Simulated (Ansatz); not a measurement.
# SrAlH3 (Pm-3m): a soft mode frozen in, part 2 of 3

Aim: this structure of SrAlH3 (Pm-3m) is to be tested for unstable modes, and one is followed downhill.

Ansatz 0.2.0; DFT PBEsol, scalar-relativistic, plane waves, PAW; PAW set soft_1.

So far, highest frequency on path, mesh or solved points (cm⁻¹): step 2 (response at finite wavevector) 1451. Also lowest frequency on the path (cm⁻¹): step 2 -742.

### 4. The mode frozen in, largest atomic shift 0.6 Å

The atoms are moved along the unstable eigenvector, the largest shift by 0.6 Å, with the cell fixed.

Contents of input.yaml:

```yaml
crystal:
  lattice:
    - [4.4956135358, 0.0, 0.0]
    - [0.0, 4.4956135358, 0.0]
    - [0.0, 0.0, 4.4956135358]
  atoms:
    - { symbol: Sr, position: [0.5, 0.5004577729, 0.5004577729] }
    - { symbol: Al, position: [0.0, 0.0056134354, 0.0056134354] }
    - { symbol: H, position: [0.0, 0.405627104, 0.405627104] }
    - { symbol: H, position: [0.5, 0.405627104, -0.0013029982] }
    - { symbol: H, position: [0.5, -0.0013029982, 0.405627104] }
kpoints:
  mp_grid: { grid: [8, 8, 8] }
hamiltonian:
  xc: pbesol
  pseudopotentials: { kind: paw, azcp: { folder: soft_1 }, xc_functional: pbe }
scf:
  occupations: { method: methfessel_paxton, width: 0.2 }
output:
  forces: true
  stress: true
  eigenvalues: true
```

Run with:

```
$ ansatz run input.yaml --threads 4 --pin off --max-ram 10240MiB --backend cpu --events-out ev --progress --plain --runs-dir out
```

Standard output:

```text
[...]
Crystal: 5 atoms, lattice volume = 90.859 Å³
Basis set: ecut = 420 eV, 1791 PW (Γ), exchange–correlation on 64×64×64 points (8 copies of the dense FFT grid, shifted against one another)
Bands: 13, of which v1, the nominal top of the filled ones, is band 8 counted from 1 (7 counted from 0)
Symmetry: 4 space group operations
[...]
k-points: 105 of 512 (time reversal used)
[...]
k-point 0: bands = [... 4 lower, -3.0762, 0.8937, 1.0455, 2.8598, 5.1285, 5.1637, 5.2970, 8.4803, ... 1 higher]
  k-point 1: bands = [... 4 lower, -2.9560, 0.9064, 1.0196, 2.6000, 5.0789, 5.1062, 5.7310, 8.4261, ... 1 higher]
  k-point 2: bands = [... 4 lower, -2.6143, 0.5585, 1.0458, 2.4782, 5.0472, 5.0936, 6.3187, 8.4034, ... 1 higher]
  k-point 104: bands = [... 4 lower, 0.0531, 0.9263, 1.0264, 1.9924, 2.7350, 3.6657, 3.7111, 8.5436, ... 1 higher]
[key lines of the parts left out:]
SCF converged after 9 iterations
Free energy (F): -4062.501420 eV
Fermi energy:    2.836138 eV
P = ⅓ Tr σ = -2.1216 GPa (-21.216 kbar)
```

Elapsed: 4.8 s, on 4 threads of Arm Neoverse V1, shared host; peak memory 0.46 GiB; 18 s of CPU time.

Numbers from this step:

* pressure: -2.122 GPa
* energy from the undistorted cell: -85.42 meV/atom

The energy, extrapolated to zero smearing, is -85.42 meV/atom against the undistorted cell.

The run ends at a pressure of -2.12 GPa, with forces up to 1.2 eV/Å.

### 5. Energy along the mode, all amplitudes (two of the runs are shown above)

An imaginary frequency means negative curvature, so the energy should fall and then rise again as anharmonic terms take over.

This step gave:

```yaml
depth_at_the_lowest_point_sampled: 85.42 meV/atom
largest_atomic_shift_at_that_point: 0.6 Å
```

Energy from the parent against largest atomic shift:

```csv
largest atomic shift (Å),energy from the parent (meV/atom)
0.000,0
0.040,-0.452
0.080,-1.80
0.140,-5.51
0.220,-13.5
0.320,-27.8
0.450,-52.0
0.600,-85.4
```

Displacement at unit largest shift by atom:

```csv
atom,x (Å),y (Å),z (Å),size
Sr1,0.000,0.003,0.003,0.004
Al2,0.000,0.042,0.042,0.059
H3,0.000,-0.707,-0.707,1.000
H4,0.000,-0.707,-0.010,0.707
H5,0.000,-0.010,-0.707,0.707
```

The energy still falls at the last step, so the rise lies beyond the steps tried.

### 6. Relaxation from the frozen mode

Starting from the lowest point found, all atoms and the cell are let go, so that strain and other modes of the same symmetry can join in.

Edit input.yaml of step 4 so:

```diff
@@ -22 +22,6 @@
   eigenvalues: true
+relax:
+  adjacent_minimum: "off"
+  f_tol: 0.002
+  max_steps: 120
+  cell: { stress_tol: 0.03 }
```

Standard output:

```text
[...]
Crystal: 5 atoms, lattice volume = 90.859 Å³
Basis set: ecut = 420 eV, 1791 PW (Γ), exchange–correlation on 64×64×64 points (8 copies of the dense FFT grid, shifted against one another)
Bands: 13, of which v1, the nominal top of the filled ones, is band 8 counted from 1 (7 counted from 0)
Symmetry: 4 space group operations
[...]
k-points: 105 of 512 (time reversal used)
[...]
SCF iter   1: F=—  HF=-4064.123792 eV  |F-HF|=—  |Δ(HF+E_count)|=         —  Δρ=5.33e-2  dr2=4.51e0  ethr=3.10e-3  ⟨swp⟩=8.6  Hψ=11299  notcnv=0
[...]
SCF iter   9: F=-4062.501420 eV  HF=-4062.501420 eV  |F-HF|=5.40e-9  |Δ(HF+E_count)|=   2.93e-8  S|Δr|=    0.00e0  Δρ=2.33e-6  dr2=1.11e-8  ethr=6.25e-10  ⟨swp⟩=4.8  Hψ=4308  notcnv=0
SCF 1 converged in 9 iterations: F = -4062.501420 eV  dr2 = 1.11e-8
[...]
relax step   1: F+E_penalty+E_count = -4062.50141975 eV  Δ(F+E_penalty+E_count) = +0.000e0 eV  max|allowed force component| = 8.425e-1 eV/Å  Δτ_max = 0.0000 Å  P = -2.122 GPa  Ω = 90.859 Å³  (9 SCF iters, dr2 threshold 1.00e-7 eV, accepted)
Crystal: 5 atoms, lattice volume = 88.916 Å³
Basis set: ecut = 420 eV, 1759 PW (Γ), exchange–correlation on 64×64×64 points (8 copies of the dense FFT grid, shifted against one another)
[...]
SCF iter   6: F=-4062.919298 eV  HF=-4062.919298 eV  |F-HF|=2.09e-8  |Δ(HF+E_count)|=   4.34e-7  S|Δr|=    0.00e0  Δρ=1.06e-5  dr2=2.04e-7  ethr=3.12e-9  ⟨swp⟩=8.3  Hψ=8221  notcnv=0
SCF 2 converged in 6 iterations: F = -4062.919298 eV  dr2 = 2.04e-7
relax step   2: F+E_penalty+E_count = -4062.91929825 eV  Δ(F+E_penalty+E_count) = -4.179e-1 eV  max|allowed force component| = 9.259e-1 eV/Å  Δτ_max = 0.1949 Å  P = -2.259 GPa  Ω = 88.916 Å³  energy of the carried Pulay correction = +5.477e-4 eV  (6 SCF iters, dr2 threshold 5.00e-7 eV, accepted)
Crystal: 5 atoms, lattice volume = 86.308 Å³
Basis set: ecut = 420 eV, 1711 PW (Γ), exchange–correlation on 64×64×64 points (8 copies of the dense FFT grid, shifted against one another)
[...]
SCF iter   6: F=-4063.415083 eV  HF=-4063.415083 eV  |F-HF|=6.48e-8  |Δ(HF+E_count)|=   1.08e-6  S|Δr|=    0.00e0  Δρ=1.46e-5  dr2=3.88e-7  ethr=3.12e-9  ⟨swp⟩=9.2  Hψ=8445  notcnv=0
SCF 3 converged in 6 iterations: F = -4063.415083 eV  dr2 = 3.88e-7
relax step   3: F+E_penalty+E_count = -4063.41508311 eV  Δ(F+E_penalty+E_count) = -4.958e-1 eV  max|allowed force component| = 5.898e-1 eV/Å  Δτ_max = 0.1950 Å  P = -2.200 GPa  Ω = 86.308 Å³  energy of the carried Pulay correction = +1.302e-3 eV  (6 SCF iters, dr2 threshold 5.00e-7 eV, accepted)
[... from here on, the SCF cycles and remarks between the steps are left out ...]
relax step   4: F+E_penalty+E_count = -4063.57999661 eV  Δ(F+E_penalty+E_count) = -1.649e-1 eV  max|allowed force component| = 1.695e0 eV/Å  Δτ_max = 0.1959 Å  P = -0.566 GPa  Ω = 81.776 Å³  energy of the carried Pulay correction = +2.667e-3 eV  (6 SCF iters, dr2 threshold 5.00e-7 eV, accepted)
relax step   5: F+E_penalty+E_count = -4064.04421205 eV  Δ(F+E_penalty+E_count) = -4.642e-1 eV  max|allowed force component| = 1.723e-1 eV/Å  Δτ_max = 0.1985 Å  P = -2.452 GPa  Ω = 76.820 Å³  energy of the carried Pulay correction = +4.245e-3 eV  (6 SCF iters, dr2 threshold 5.00e-7 eV, accepted)
relax step   6: F+E_penalty+E_count = -4064.19101815 eV  Δ(F+E_penalty+E_count) = -1.468e-1 eV  max|allowed force component| = 1.578e-1 eV/Å  Δτ_max = 0.1062 Å  P = -0.160 GPa  Ω = 70.591 Å³  energy of the carried Pulay correction = +6.365e-3 eV  (5 SCF iters, dr2 threshold 5.00e-7 eV, accepted)
relax step   7: F+E_penalty+E_count = -4064.23219222 eV  Δ(F+E_penalty+E_count) = -4.117e-2 eV  max|allowed force component| = 2.442e-1 eV/Å  Δτ_max = 0.1958 Å  P = +1.200 GPa  Ω = 68.186 Å³  energy of the carried Pulay correction = +7.229e-3 eV  (6 SCF iters, dr2 threshold 5.00e-7 eV, accepted)
relax step   8: F+E_penalty+E_count = -4064.28045759 eV  Δ(F+E_penalty+E_count) = -4.827e-2 eV  max|allowed force component| = 2.182e-1 eV/Å  Δτ_max = 0.1495 Å  P = +1.426 GPa  Ω = 68.041 Å³  energy of the carried Pulay correction = +7.282e-3 eV  (5 SCF iters, dr2 threshold 5.00e-7 eV, accepted)
relax step   9: F+E_penalty+E_count = -4064.32042932 eV  Δ(F+E_penalty+E_count) = -3.997e-2 eV  max|allowed force component| = 4.315e-1 eV/Å  Δτ_max = 0.1953 Å  P = -0.028 GPa  Ω = 70.104 Å³  energy of the carried Pulay correction = +6.538e-3 eV  (6 SCF iters, dr2 threshold 5.00e-7 eV, accepted)
relax step  10: F+E_penalty+E_count = -4064.32725491 eV  Δ(F+E_penalty+E_count) = -6.826e-3 eV  max|allowed force component| = 1.952e-1 eV/Å  Δτ_max = 0.0848 Å  P = -1.117 GPa  Ω = 70.939 Å³  energy of the carried Pulay correction = +6.243e-3 eV  (5 SCF iters, dr2 threshold 5.00e-7 eV, accepted)
relax step  11: F+E_penalty+E_count = -4064.35111609 eV  Δ(F+E_penalty+E_count) = -2.386e-2 eV  max|allowed force component| = 7.883e-2 eV/Å  Δτ_max = 0.1360 Å  P = +0.234 GPa  Ω = 68.994 Å³  energy of the carried Pulay correction = +6.936e-3 eV  (5 SCF iters, dr2 threshold 5.00e-7 eV, accepted)
relax step  12: F+E_penalty+E_count = -4064.35243834 eV  Δ(F+E_penalty+E_count) = -1.322e-3 eV  max|allowed force component| = 5.467e-3 eV/Å  Δτ_max = 0.0109 Å  P = -0.005 GPa  Ω = 69.291 Å³  energy of the carried Pulay correction = +6.829e-3 eV  (4 SCF iters, dr2 threshold 3.88e-7 eV, accepted)
relax step  13: F+E_penalty+E_count = -4064.35244390 eV  Δ(F+E_penalty+E_count) = -5.567e-6 eV  max|allowed force component| = 1.997e-3 eV/Å  Δτ_max = 0.0007 Å  P = +0.001 GPa  Ω = 69.295 Å³  energy of the carried Pulay correction = +6.827e-3 eV  (4 SCF iters, dr2 threshold 5.32e-9 eV, accepted)
relax step  14: F+E_penalty+E_count = -4064.35068859 eV  Δ(F+E_penalty+E_count) = +1.755e-3 eV  max|allowed force component| = 2.196e-3 eV/Å  Δτ_max = 0.0000 Å  P = -0.027 GPa  Ω = 69.295 Å³  stress off target by 4.80e-2 GPa  SCF on the basis re-selected at this cell (its energy is not comparable with the rows above)  (5 SCF iters)
relax step  15: F+E_penalty+E_count = -4064.35071049 eV  Δ(F+E_penalty+E_count) = -2.190e-5 eV  max|allowed force component| = 3.946e-4 eV/Å  Δτ_max = 0.0008 Å  P = -0.002 GPa  Ω = 69.256 Å³  energy of the carried Pulay correction = +1.444e-5 eV  (4 SCF iters, dr2 threshold 5.77e-9 eV, accepted)
[...]
SCF iter   4: F=-4064.350692 eV  HF=-4064.350692 eV  |F-HF|=4.55e-12  |Δ(HF+E_count)|=  1.41e-10  S|Δr|=    0.00e0  Δρ=1.18e-7  dr2=7.45e-12  ethr=1.00e-12  ⟨swp⟩=6.7  Hψ=8510  notcnv=0
SCF 16 converged in 4 iterations: F = -4064.350692 eV  dr2 = 7.45e-12
relax step  16: F+E_penalty+E_count = -4064.35069187 eV  Δ(F+E_penalty+E_count) = +1.861e-5 eV  max|allowed force component| = 4.008e-4 eV/Å  Δτ_max = 0.0000 Å  P = -0.002 GPa  Ω = 69.256 Å³  stress off target by 2.30e-3 GPa  SCF on the basis re-selected at this cell (its energy is not comparable with the rows above)  (4 SCF iters)
[...]
SCF converged after 4 iterations
[...]
Free energy (F): -4064.350692 eV
[...]
Internal energy: -4064.352551 eV  (E = F + TS)
E sigma→0 (E₀):  -4064.351157 eV
Entropy (-TS):   0.001859 eV (0.372 meV/atom)
Fermi energy:    5.776654 eV
[...]
--- Forces (eV/Å), atoms counted from 1 ---
  atom   1  Sr     0.00000000    -0.00000811    -0.00000811
  atom   2  Al     0.00000000    -0.00040074    -0.00040074
  atom   3  H      0.00000000     0.00010589     0.00010589
  atom   4  H     -0.00000000    -0.00000416     0.00030743
  atom   5  H      0.00000000     0.00030743    -0.00000416
  max |Σ_I F_I| component: 3.09e-7 eV/Å
--- Stress (GPa, compression-positive) ---
       -0.001017      -0.000000       0.000000
        0.000000      -0.001976       0.000322
        0.000000       0.000322      -0.001976
  P = ⅓ Tr σ = -0.0017 GPa (-0.017 kbar)
--- Band table (eV; the first three rows and the last of 105) ---
  k-point 0: bands = [... 4 lower, -2.8604, 2.1245, 3.4125, 5.9929, 6.9410, 8.0936, 8.6614, 10.4135, ... 1 higher]
  k-point 1: bands = [... 4 lower, -2.7308, 2.0115, 3.1656, 5.9021, 7.2521, 8.4870, 8.5123, 10.3544, ... 1 higher]
  k-point 2: bands = [... 4 lower, -2.3763, 1.5903, 2.7645, 5.9543, 7.8046, 8.1724, 9.2963, 10.0062, ... 1 higher]
  k-point 104: bands = [... 4 lower, 0.0976, 0.3693, 3.3775, 3.4510, 4.3801, 8.5177, 9.1165, 10.7056, ... 1 higher]
--- Relaxed structure (14 steps of the walk, 14 accepted, 2 SCFs on fresh bases) ---
  F+E_penalty+E_count = -4064.35069187 eV   max|allowed force component| = 4.008e-4 eV/Å   (the final SCF, on the basis selected at the relaxed cell)
  cell:  # Å, volume = 69.2558 Å³
    - [3.745693, 0, 0]
    - [0, 4.323557, -0.451317]
    - [0, -0.451317, 4.323557]
  atoms:
    - { symbol: Sr, position: [0.5, 0.649203, 0.649203] }
    - { symbol: Al, position: [0, 0.095953, 0.095953] }
    - { symbol: H, position: [0, 0.398507, 0.398507] }
    - { symbol: H, position: [0.5, 0.231012, -0.058654] }
    - { symbol: H, position: [0.5, -0.058654, 0.231012] }
```

Run time: 70 s. Hardware: 4 threads; peak memory 0.53 GiB.

Relaxation path:

```csv
step,energy less that of the first step (eV),largest force component (eV/Å),pressure (GPa),volume (Å³)
1,0.0000,0.8425,-2.12,90.86
2,-0.4179,0.9259,-2.26,88.92
3,-0.9137,0.5898,-2.20,86.31
4,-1.0786,1.6952,-0.57,81.78
5,-1.5428,0.1723,-2.45,76.82
6,-1.6896,0.1578,-0.16,70.59
7,-1.7308,0.2442,1.20,68.19
8,-1.7790,0.2182,1.43,68.04
9,-1.8190,0.4315,-0.03,70.10
10,-1.8258,0.1952,-1.12,70.94
11,-1.8497,0.0788,0.23,68.99
12,-1.8510,0.0055,-0.01,69.29
13,-1.8510,0.0020,0.00,69.29
14*,-1.8493,0.0022,-0.03,69.29
15,-1.8493,0.0004,0.00,69.26
16*,-1.8493,0.0004,0.00,69.26
```

Relaxation steps marked * repeat the geometry before them on a plane-wave basis chosen anew for their cell, so energy and pressure can jump there.

The run keeps the 4 symmetry operations that the program found, so distortions that break them were not tested.

```csv
cell as run,before,after,change
a (Å),4.496,3.746,-16.7 %
b (Å),4.496,4.347,-3.3 %
c (Å),4.496,4.347,-3.3 %
α (°),90.00,101.92,+13.2 %
volume (Å³/atom),18.17,13.85,-23.8 %
```

The atoms that moved most (Å, as changes of fractional coordinates times the final cell):

```csv
atom,dx,dy,dz,length
Sr1,0.000,0.576,0.576,0.815
H5,0.000,-0.169,-0.729,0.748
H4,0.000,-0.729,-0.169,0.748
Al2,0.000,0.350,0.350,0.495
H3,0.000,-0.028,-0.028,0.039
```

Read from the output:

- pressure: -0.001657 GPa
- volume per atom: 13.85 Å³

The distorted start has space group Amm2; the relaxation ends in Amm2.

### 7. The new phase in its own primitive cell

The relaxed structure is symmetrised, reduced to its primitive cell and relaxed tightly, as its phonons need.

input.yaml, the sections that differ from step 6:

```yaml
crystal:
  lattice:
    - [3.7456931433, 0.0, 0.0]
    - [0.0, 3.3763452692, 2.7380872098]
    - [0.0, -3.3763452692, 2.7380872098]
  atoms:
    - { symbol: Sr, position: [0.5, 0.6492033015, 0.6492033015] }
    - { symbol: Al, position: [0.0, 0.0959530566, 0.0959530566] }
    - { symbol: H, position: [0.0, 0.398507354, 0.398507354] }
    - { symbol: H, position: [0.5, 0.231012338, 0.941346368] }
    - { symbol: H, position: [0.5, 0.941346368, 0.231012338] }
kpoints:
  mp_grid: { grid: [10, 8, 8] }
relax:
  adjacent_minimum: "off"
  f_tol: 0.001
  max_steps: 60
  cell: { stress_tol: 0.01 }
# hamiltonian, scf, output: as in step 6
```

Standard output:

```text
[...]
Crystal: 5 atoms, lattice volume = 69.256 Å³
Basis set: ecut = 420 eV, 1355 PW (Γ), exchange–correlation on 54×60×60 points (8 copies of the dense FFT grid, shifted against one another)
Bands: 13, of which v1, the nominal top of the filled ones, is band 8 counted from 1 (7 counted from 0)
Symmetry: 4 space group operations
[...]
k-points: 126 of 640 (time reversal used)
[...]
cell:  # Å, volume = 69.3668 Å³
    - [3.739722, 0.0, 0.0]
    - [0.0, 3.375954, 2.747171]
    - [0.0, -3.375954, 2.747171]
  atoms:
    - { symbol: Sr, position: [0.500000, 0.650669, 0.650669] }
    - { symbol: Al, position: [0, 0.096092, 0.096092] }
    - { symbol: H, position: [0, 0.397767, 0.397767] }
    - { symbol: H, position: [0.500000, 0.230591, 0.940903] }
    - { symbol: H, position: [0.500000, 0.940903, 0.230591] }
[key lines of the parts left out:]
SCF converged after 6 iterations
Free energy (F): -4064.340528 eV
Fermi energy:    5.744846 eV
P = ⅓ Tr σ = 0.0006 GPa (0.006 kbar)
```

Run time: 35 s. Hardware: 4 threads; peak memory 0.48 GiB; 2.3 min of CPU time.

Relaxation path:

```csv
step,energy less that of the first step (eV),largest force component (eV/Å),pressure (GPa),volume (Å³)
1,0.0000,0.0194,0.05,69.26
2,0.0006,0.0696,0.02,69.43
3,-0.0001,0.0027,0.00,69.36
4,-0.0001,0.0029,-0.01,69.38
5,-0.0001,0.0008,0.00,69.36
6,-0.0001,0.0015,0.00,69.36
7,-0.0001,0.0001,0.00,69.37
8*,-0.0001,0.0001,0.00,69.37
```

Relaxation steps marked * repeat the geometry before them on a plane-wave basis chosen anew for their cell, so energy and pressure can jump there. Relaxation step 2 was tried and not accepted.

Forces are held to the 4 operations that the program found; a distortion that breaks them can't arise in this run.

```csv
"conventional cell, symmetrised",before,after,change
a (Å),3.746,3.740,-0.2 %
b (Å),6.753,6.752,-0.0 %
c (Å),5.476,5.494,+0.3 %
volume (Å³/atom),13.85,13.87,+0.2 %
```

Final coordinates:

```cif
data_structure
_symmetry_space_group_name_H-M 'P 1'
_symmetry_Int_Tables_number 1
_cell_length_a 3.7397
_cell_length_b 4.3525
_cell_length_c 4.3525
_cell_angle_alpha 101.726
_cell_angle_beta 90.000
_cell_angle_gamma 90.000
_cell_volume 69.37
loop_
_atom_site_label
_atom_site_type_symbol
_atom_site_fract_x
_atom_site_fract_y
_atom_site_fract_z
_atom_site_occupancy
Sr1 Sr 0.50000 0.65067 0.65067 1
Al2 Al 0.00000 0.09609 0.09609 1
H3 H 0.00000 0.39777 0.39777 1
H4 H 0.50000 0.23059 0.94090 1
H5 H 0.50000 0.94090 0.23059 1
```

This step gave:

| Item | Value |
| --- | --- |
| pressure | 5.93e-4 GPa |
| volume per atom | 13.87 Å³ |

The largest force component left is 0.11 meV/Å and the pressure is 0.001 GPa, within the tolerances set. The cell now holds 13.87 Å³/atom.

(Part 2 of 3 ends here.)

[Long decimals in the printed logs are rounded to 6 places.]

[Logs are printed without paths, hosts, clocks, repeated set-up lines and the standing remarks that a program may print on its own settings, such as how far it seeks lower states.]

[Hosts, paths, dates, database ids (printed as entryN), source tags and the programs' standing remarks are cut or masked in the printed files.]

[Where the starting crystal was built by hand or by swapping elements, it need not be the compound's stable phase.]
